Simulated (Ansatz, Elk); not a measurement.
# Optical response of BaSrNCl (model structure), part 2 of 2

Aim: the dielectric function of BaSrNCl (model structure), and the optical constants that follow from it. The structure is a model and need not exist. It was built so: 1 of the 2 Ba atoms of the cell replaced by Sr in the R-3m structure of Ba2NCl. The cell is first relaxed with Ansatz.

Elk 11.2.3 (patched build); DFT, LDA, all-electron APW+lo, Dirac cores, scalar-relativistic bands, independent-particle optical response without local fields.

So far: The starting structure; Relaxation.

### Step 3. Ground state

The self-consistent density comes first; it also tells whether there is a gap, which decides the occupations and the need for a Drude term.

This step: DFT, LDA, all-electron APW+lo, Dirac cores, scalar-relativistic bands, ground state (Elk 11.2.3 (patched build)).

File elk.in:

```
tasks
  0
  120

xctype
  3

nempty
  8

lorbcnd
  .true.

rgkmax
  7.0

swidth
  0.0018375

maxscl
  100

epsengy
  1e-05

sppath
  './'

avec
  3.6655146333 2.1162858602 13.6257657366
  -3.6655146333 2.1162858602 13.6257657366
  0.0000000000 -4.2325717205 13.6257657366

atoms
  4
  'Ba.in'
  1
  0.2294922583 0.2294922583 0.2294922583   0.000 0.000 0.000
  'Sr.in'
  1
  0.7668683198 0.7668683198 0.7668683198   0.000 0.000 0.000
  'Cl.in'
  1
  0.0076635765 0.0076635765 0.0076635765   0.000 0.000 0.000
  'N.in'
  1
  0.4959758454 0.4959758454 0.4959758454   0.000 0.000 0.000

ngridk
  6 6 6

vkloff
  0.0500 0.1500 0.2500
```

On the command line:

```console
$ OMP_NUM_THREADS=2 elk
```

What it wrote:

```text
┌─────────────────────────┐
│ Elk code version 11.2.3 │
└─────────────────────────┘

All units are atomic (Hartree, Bohr, etc.)

┌─────────────────────────────────────────────────┐
│ Ground-state run starting from atomic densities │
└─────────────────────────────────────────────────┘

Lattice vectors :
   3.665514633       2.116285860       13.62576574
  -3.665514633       2.116285860       13.62576574
   0.000000000      -4.232571721       13.62576574

Reciprocal lattice vectors :
  0.8570672792      0.4948280244      0.1537084332
 -0.8570672792      0.4948280244      0.1537084332
  0.4832012153E-17 -0.9896560487      0.1537084332

Unit cell volume      :    634.1930177
Brillouin zone volume :   0.3911273170

Muffin-tin inner radius fraction :   0.1000000000E-01

Nuclei treated as point charges

Species : 1 (Ba)
 parameters loaded from : Ba.in
 name : barium
 nuclear charge    :   -56.00000000
 electronic charge :    56.00000000
 atomic mass :    250331.8071
 muffin-tin radius :    2.800000000
 number of radial points in muffin-tin :    697
 inner part over the whole radius :   0.9835155414E-02
 number on inner part of muffin-tin    :    498
 approximate nuclear radius :   0.9171481901E-04
 number of mesh points to nuclear radius :    252
 atomic positions (lattice), magnetic fields (Cartesian) :
  1 :   0.00000000  0.00000000  0.00000000    0.00000000  0.00000000  0.00000000

Species : 2 (Sr)
 parameters loaded from : Sr.in
 name : strontium
 nuclear charge    :   -38.00000000
 electronic charge :    38.00000000
 atomic mass :    159721.4892
 muffin-tin radius :    2.600000000
 number of radial points in muffin-tin :    597
 inner part over the whole radius :   0.9909106339E-02
 number on inner part of muffin-tin    :    424
 approximate nuclear radius :   0.8067967193E-04
 number of mesh points to nuclear radius :    208
 atomic positions (lattice), magnetic fields (Cartesian) :
  1 :   0.53737606  0.53737606  0.53737606    0.00000000  0.00000000  0.00000000

Species : 3 (Cl)
 parameters loaded from : Cl.in
 name : chlorine
 nuclear charge    :   -17.00000000
 electronic charge :    17.00000000
 atomic mass :    64626.86550
 muffin-tin radius :    2.200000000
 number of radial points in muffin-tin :    397
 inner part over the whole radius :   0.9992010025E-02
 number on inner part of muffin-tin    :    278
 approximate nuclear radius :   0.6305718926E-04
 number of mesh points to nuclear radius :    127
 atomic positions (lattice), magnetic fields (Cartesian) :
  1 :   0.77817132  0.77817132  0.77817132    0.00000000  0.00000000  0.00000000

Species : 4 (N)
 parameters loaded from : N.in
 name : nitrogen
 nuclear charge    :   -7.000000000
 electronic charge :    7.000000000
 atomic mass :    25532.65216
 muffin-tin radius :    1.800000000
 number of radial points in muffin-tin :    297
 inner part over the whole radius :   0.9919300552E-02
 number on inner part of muffin-tin    :    204
 approximate nuclear radius :   0.4939692610E-04
 number of mesh points to nuclear radius :     85
 atomic positions (lattice), magnetic fields (Cartesian) :
  1 :   0.26648359  0.26648359  0.26648359    0.00000000  0.00000000  0.00000000

Total number of atoms per unit cell :    4
Total muffin-tin volume :    234.6057618
 ratio of muffin-tin to unit cell volume :   0.3699280113

Spin treatment :
 spin-unpolarised

Number of Bravais lattice symmetries :   12
Number of crystal symmetries         :    6
Crystal has no inversion symmetry
Complex Hermitian eigensolver will be used

k-point grid :      6     6     6
k-point offset :   0.5000000000E-01  0.1500000000      0.2500000000
k-point set is reduced with full crystal symmetry group
Total number of k-points :      216

Muffin-tin radius times maximum |G+k| :    7.000000000
 using average radius
Maximum |G+k| for APW functions       :    2.978723404
Maximum (1/2)|G+k|²                   :    4.436396560
Maximum |G| for potential and density :    12.00000000
Constant for pseudocharge density :    8
 order of it for each species :   15  15  15  15
 order of it for pair densities of each species (exact exchange by exxq0 0: 15) :   14  12   8   4
Radial integration step length :    1

G-vector grid sizes :     56    56    56
Number of G-vectors :    18419

Maximum angular momentum used for
 APW functions            :    8
 outer part of muffin-tin :    6
 inner part of muffin-tin :    2

Total nuclear charge    :   -118.0000000
Total core charge       :    76.00000000
Total valence charge    :    42.00000000
Total excess charge     :    0.000000000
Total electronic charge :    118.0000000

Effective Wigner radius, rₛ :    1.086634810

Number of empty states         :     32
Total number of valence states :     54
Total number of core states    :     76

Conduction state local-orbitals added automatically
Third-order local-orbitals added for an l without core states : F
Total number of local-orbitals :    232

Exchange-correlation functional :      3     0     0
 Perdew-Wang/Ceperley-Alder, Phys. Rev. B 45, 13244 (1992)
 gradient requirement :    0
 local density approximation (LDA)

Smearing type :    3
 Fermi-Dirac
Smearing width :   0.1837500000E-02
Effective electronic temperature (K) :    580.2366081

Mixing type :    3
 Broyden mixing, J. Phys. A: Math. Gen. 17, L317 (1984)

Kohn-Sham potential initialised from atomic data

┌──────────────────────────────┐
│ Self-consistent loop started │
└──────────────────────────────┘

┌─────────────────┐
│ Loop number : 1 │
└─────────────────┘

Energies :
 Fermi                       :     0.444808E-01
 sum of occupied eigenvalues :     -7172.5117372435
 electron kinetic            :      12465.304132752
 core electron kinetic       :      12121.628957497
 Coulomb                     :     -23962.488913492
 Coulomb potential           :     -19190.832069408
 nuclear-nuclear             :     -1112.7163060202
 electron-nuclear            :     -26528.010713613
 Hartree                     :      3678.2381061413
 Madelung                    :     -14367.072878788
 xc potential                :     -446.98380058748
 exchange                    :     -316.72157452083
 correlation                 :     -10.733019
 electron entropic           :    -0.427157E-11
 total energy                :     -11824.639374230

Density of states at Fermi energy :   0.5498595737E-07
 (states/Hartree/unit cell)

Estimated indirect band gap :   0.1184602412
 from k-point 1 to k-point 22
Estimated direct band gap   :   0.1290888178
 at k-point 22

Charges :
 core                        :    76.00000000
 valence                     :    42.00000000
 interstitial                :    5.408672462
 muffin-tins (core leakage)
  species : 1 (Ba)
   atom 1                    :    53.60566466     (  0.1815981008E-05)
  species : 2 (Sr)
   atom 1                    :    35.90328892     (  0.2483250965E-04)
  species : 3 (Cl)
   atom 1                    :    15.60584292     (  0.7801885102E-05)
  species : 4 (N)
   atom 1                    :    7.476531040     ( -0.4235570693E-05)
 total in muffin-tins        :    112.5913275
 total calculated charge     :    117.9982409
 total charge                :    118.0000000
 error                       :   0.1759126903E-02

┌─────────────────┐
│ Loop number : 2 │
└─────────────────┘

Energies :
 Fermi                       :     0.440275E-01
 sum of occupied eigenvalues :     -7172.3889113453
 electron kinetic            :      12463.277233293
 core electron kinetic       :      12120.495129824
 Coulomb                     :     -23962.525386996
 Coulomb potential           :     -19190.824017862
 nuclear-nuclear             :     -1112.7163060202
 electron-nuclear            :     -26528.088969217
 Hartree                     :      3678.2798882415
 Madelung                    :     -14367.113378065
 xc potential                :     -444.84212677632
 exchange                    :     -316.71032090882
 correlation                 :     -10.732430
 electron entropic           :    -0.427053E-11
 total energy                :     -11826.690904208

Density of states at Fermi energy :   0.5498662572E-07
 (states/Hartree/unit cell)

Estimated indirect band gap :   0.1204019442
 from k-point 1 to k-point 22
Estimated direct band gap   :   0.1308719828
 at k-point 22

Charges :
 core                        :    76.00000000
 valence                     :    42.00000000
 interstitial                :    5.426500948
 muffin-tins (core leakage)
  species : 1 (Ba)
   atom 1                    :    53.61286360     (  0.1812118100E-05)
  species : 2 (Sr)
   atom 1                    :    35.90778398     (  0.2480902281E-04)
  species : 3 (Cl)
   atom 1                    :    15.60954036     (  0.7799670511E-05)
  species : 4 (N)
   atom 1                    :    7.443311114     ( -0.4234974111E-05)
 total in muffin-tins        :    112.5734991
 total calculated charge     :    117.9982553
 total charge                :    118.0000000
 error                       :   0.1744715562E-02

RMS change in Kohn-Sham potential (target) :   0.3189345526     (  0.1000000000E-05)
Absolute change in total energy (target)   :    2.051529978     (  0.1000000000E-04)

[... 14 loops left out ...]

┌──────────────────┐
│ Loop number : 17 │
└──────────────────┘

Energies :
 Fermi                       :     0.236072
 sum of occupied eigenvalues :     -7158.0199106612
 electron kinetic            :      12466.143823006
 core electron kinetic       :      12122.251557455
 Coulomb                     :     -23963.188701801
 Coulomb potential           :     -19190.620001230
 nuclear-nuclear             :     -1112.7163060202
 electron-nuclear            :     -26529.509092185
 Hartree                     :      3679.0366964035
 Madelung                    :     -14367.878701186
 xc potential                :     -433.54373243805
 exchange                    :     -316.35089700378
 correlation                 :     -10.712288
 electron entropic           :    -0.100748E-07
 total energy                :     -11824.108064251

Density of states at Fermi energy :   0.1962779843E-03
 (states/Hartree/unit cell)

Estimated indirect band gap :   0.4935729581E-01
 from k-point 112 to k-point 22
Estimated direct band gap   :   0.4963496686E-01
 at k-point 22

Charges :
 core                        :    76.00000000
 valence                     :    42.00000000
 interstitial                :    6.064133573
 muffin-tins (core leakage)
  species : 1 (Ba)
   atom 1                    :    53.85313062     (  0.1679617597E-05)
  species : 2 (Sr)
   atom 1                    :    36.07530649     (  0.2406283624E-04)
  species : 3 (Cl)
   atom 1                    :    15.66948879     (  0.7725014854E-05)
  species : 4 (N)
   atom 1                    :    6.337940531     ( -0.4231680109E-05)
 total in muffin-tins        :    111.9358664
 total calculated charge     :    117.9988528
 total charge                :    118.0000000
 error                       :   0.1147180221E-02

RMS change in Kohn-Sham potential (target) :   0.5640206622E-07 (  0.1000000000E-05)
Absolute change in total energy (target)   :   0.7149797966E-05 (  0.1000000000E-04)

Convergence targets achieved

┌──────────────────┐
│ Loop number : 18 │
└──────────────────┘

Energies :
 Fermi                       :     0.236072
 sum of occupied eigenvalues :     -7158.0199197992
 electron kinetic            :      12466.143814009
 core electron kinetic       :      12122.251551545
 Coulomb                     :     -23963.188701384
 Coulomb potential           :     -19190.620000906
 nuclear-nuclear             :     -1112.7163060202
 electron-nuclear            :     -26529.509091641
 Hartree                     :      3679.0366962771
 Madelung                    :     -14367.878700931
 xc potential                :     -433.54373290203
 exchange                    :     -316.35089701412
 correlation                 :     -10.712288
 electron entropic           :    -0.100748E-07
 total energy                :     -11824.108072843

Density of states at Fermi energy :   0.1962780462E-03
 (states/Hartree/unit cell)

Estimated indirect band gap :   0.4935729493E-01
 from k-point 112 to k-point 22
Estimated direct band gap   :   0.4963496588E-01
 at k-point 22

Charges :
 core                        :    76.00000000
 valence                     :    42.00000000
 interstitial                :    6.064133470
 muffin-tins (core leakage)
  species : 1 (Ba)
   atom 1                    :    53.85313062     (  0.1679617291E-05)
  species : 2 (Sr)
   atom 1                    :    36.07530654     (  0.2406283902E-04)
  species : 3 (Cl)
   atom 1                    :    15.66948879     (  0.7725014287E-05)
  species : 4 (N)
   atom 1                    :    6.337940577     ( -0.4231680268E-05)
 total in muffin-tins        :    111.9358665
 total calculated charge     :    117.9988528
 total charge                :    118.0000000
 error                       :   0.1147180140E-02

┌──────────────────────────────┐
│ Self-consistent loop stopped │
└──────────────────────────────┘

Wrote STATE.OUT
```

Elapsed: 5.7 min, on 2 threads of Arm Neoverse V2, shared host; peak memory 0.26 GiB; 11 min of CPU time.

Numbers from this step:

```
total energy           : -11824 Ha
Fermi energy           : 6.424 eV
DOS at the Fermi level : 7.21e-6 states/eV/cell
gap on the k-mesh      : 1.343 eV
direct gap on the mesh : 1.351 eV
```

There is a gap, 1.34 eV on this mesh (points off the mesh can give less), so no carriers' term is needed.

### Step 4. Independent particles

With the density converged, the vertical transitions are summed over the zone.

This step: DFT, LDA, all-electron APW+lo, Dirac cores, scalar-relativistic bands, independent-particle optical response without local fields (Elk 11.2.3 (patched build)).

elk.in, as its differences from that of step 3:

```diff
@@ -1,4 +1,7 @@
 tasks
-  0
-  120
+  121
+
+optcomp
+  1 1
+  3 3
 
@@ -17,9 +20,7 @@
 swidth
-  0.0018375
+  0.0073499
 
-maxscl
-  100
-
-epsengy
-  1e-05
+wplot
+  400 100 0
+  0.0 0.73499
```

On the command line:

```console
$ OMP_NUM_THREADS=2 elk
```

What it wrote:

```text
┌─────────────────────────────────┐
│ Elk code version 11.2.3 started │
└─────────────────────────────────┘

┌────────────────────┐
│ Current task : 121 │
└────────────────────┘

Info(findsymcrys): atomic basis shift (lattice) :
  0.7705077417      0.7705077417      0.7705077417
See GEOMETRY.OUT for new atomic positions

Info(dielectric):
 dielectric tensor written to EPSILON_ij.OUT
 optical conductivity written to SIGMA_ij.OUT
 for components
  i = 1, j = 1
  i = 3, j = 3

┌──────────────────┐
│ Elk code stopped │
└──────────────────┘
```

Run time: 2.3 s. Hardware: 2 threads; peak memory 0.07 GiB; 5 s of CPU time.

This step gave:

| Property | Result |
| --- | --- |
| electronic dielectric constant ε∞, mean of the axes | 5.705 |

The Im ε has structure finer than the step of the table below, so its rows give means over 1 eV. Peaks (eV: height): E ∥ x 3.8: 4.53, 5.1: 4.58, 13.9: 2.01; E ∥ z 3.8: 3.64, 7.1: 4.88, 8.8: 4.93, 17.3: 2.36.

Sum at mesh points, not converged in k; values under the direct gap are tails of Lorentzian lines. Table of Im ε by photon energy; means over each step:

| photon energy (eV) | E ∥ x | E ∥ z |
| --- | --- | --- |
| 1 | 0.224 | 0.185 |
| 2 | 1.41 | 1.48 |
| 3 | 3.35 | 2.85 |
| 4 | 4.13 | 3.47 |
| 5 | 4.34 | 3.12 |
| 6 | 3.87 | 3.48 |
| 7 | 3.44 | 4.31 |
| 8 | 3.23 | 3.81 |
| 9 | 2.99 | 4.49 |
| 10 | 2.55 | 2.87 |
| 11 | 2.23 | 2.10 |
| 12 | 1.88 | 1.37 |
| 13 | 1.62 | 1.08 |
| 14 | 1.82 | 1.33 |
| 15 | 1.53 | 1.38 |
| 16 | 1.74 | 1.78 |
| 17 | 1.61 | 2.19 |

The reflectivity at normal incidence has structure finer than the step of the table below, so its rows give means over 1 eV. Peaks (eV: height): E ∥ x 2.6: 22.7, 3.7: 23.1, 5.1: 22.2, 7.7: 19.6, 9.4: 18.7, 11.9: 16.1, 14.1: 14.4; E ∥ z 2.4: 21.4, 7.1: 23.7, 9.4: 29.4, 10.6: 25.7.

Sum at mesh points, not converged in k. Reflectivity at normal incidence against photon energy; means over each step:

| photon energy (eV) | E ∥ x (%) | E ∥ z (%) |
| --- | --- | --- |
| 1 | 18.1 | 17.3 |
| 2 | 21.0 | 20.4 |
| 3 | 21.7 | 19.5 |
| 4 | 21.6 | 19.6 |
| 5 | 21.5 | 17.1 |
| 6 | 19.8 | 18.5 |
| 7 | 18.0 | 21.6 |
| 8 | 18.2 | 19.6 |
| 9 | 17.5 | 26.9 |
| 10 | 16.9 | 24.0 |
| 11 | 14.8 | 22.7 |
| 12 | 14.5 | 15.0 |
| 13 | 9.75 | 7.48 |
| 14 | 12.9 | 6.95 |
| 15 | 9.81 | 7.26 |
| 16 | 11.9 | 9.77 |
| 17 | 13.0 | 15.0 |

The loss function −Im 1/ε at q → 0 has structure finer than the step of the table below, so its rows give means over 1 eV. Peaks (eV: height): E ∥ x 12.5: 0.586, 14.5: 0.604; E ∥ z 12.8: 0.775, 14.5: 0.506.

Sum at mesh points, not converged in k; values under the direct gap are tails of Lorentzian lines. Table of loss function −Im 1/ε at q → 0 by energy loss; means over each step:

| energy loss (eV) | E ∥ x | E ∥ z |
| --- | --- | --- |
| 1 | 0.00566 | 0.00516 |
| 2 | 0.0269 | 0.0303 |
| 3 | 0.0707 | 0.0754 |
| 4 | 0.106 | 0.105 |
| 5 | 0.139 | 0.134 |
| 6 | 0.196 | 0.134 |
| 7 | 0.218 | 0.163 |
| 8 | 0.263 | 0.200 |
| 9 | 0.290 | 0.213 |
| 10 | 0.365 | 0.348 |
| 11 | 0.402 | 0.479 |
| 12 | 0.507 | 0.710 |
| 13 | 0.472 | 0.673 |
| 14 | 0.491 | 0.453 |
| 15 | 0.523 | 0.446 |
| 16 | 0.492 | 0.382 |
| 17 | 0.579 | 0.410 |

From ε follow the optical constants at some laser lines:

| wavelength (nm) | n x | k x | R (%) x | 1/α x | n z | k z | R (%) z | 1/α z |
| --- | --- | --- | --- | --- | --- | --- | --- | --- |
| 1550 | 2.45 | 0.024 | 17.6 | 5.1 µm | 2.39 | 0.022 | 16.9 | 5.7 µm |
| 800 | 2.57 | 0.120 | 19.4 | 531 nm | 2.52 | 0.092 | 18.7 | 695 nm |
| 633 | 2.66 | 0.233 | 20.8 | 217 nm | 2.64 | 0.243 | 20.7 | 207 nm |
| 532 | 2.72 | 0.394 | 22.2 | 107 nm | 2.63 | 0.459 | 21.4 | 92 nm |
| 450 | 2.60 | 0.652 | 22.4 | 55 nm | 2.43 | 0.609 | 19.9 | 59 nm |
| 308 | 2.24 | 0.853 | 20.2 | 29 nm | 2.23 | 0.759 | 19.0 | 32 nm |
| 248 | 2.17 | 1.044 | 22.1 | 19 nm | 2.00 | 0.744 | 16.2 | 27 nm |

Below the direct gap, k and the depth come from the tails of the Lorentzian lines, not from transitions.

Rows near the edge hang on the gap, which this functional as a rule makes too small, and phonon-assisted absorption over an indirect gap is left out.

### Step 5. Results

* electronic dielectric constant ε∞, mean of the axes (independent particles): 5.70

At this level (LDA, independent particles) BaSrNCl has a mean ε∞ = 5.70 and n = 2.45 at 1550 nm (E ∥ x). The cell shrank by 9.0 % in volume. On the mesh the gap is 1.34 eV and the least direct gap 1.35 eV. The static values by axis are 5.78 (x), 5.55 (z). Excitons and phonon-assisted transitions are missing, and so are local fields; LDA gaps are as a rule too small, which pulls the onset down and ε∞ up. Spin-orbit coupling is left out although heavy atoms are present. The sum runs over mesh points 0.32 Å⁻¹ apart with no interpolation, so peaks are partly noise of the mesh, and static values can be far off. The mesh is shifted off Γ, so gaps read from it can miss the band edges.

[Long decimals in the printed logs are rounded to 6 places.]

[Machine, clock and banner lines and Python warnings are left out of the logs.]

[Logs are printed without paths, hosts, clocks, repeated set-up lines and the standing remarks that a program may print on its own settings, such as how far it seeks lower states.]

[Hosts, paths, dates, database ids (printed as entryN), source tags and the programs' standing remarks are cut or masked in the printed files.]

[Where Elk ran, warnings of its patched build on accuracy (core leakage, angular cutoffs, spin-orbit splittings, empty states, lower magnetic states) are left out.]

[Where the starting crystal was built by hand or by swapping elements, it need not be the compound's stable phase.]

[The count of steps not shown may lack steps that the program refused or didn't finish.]
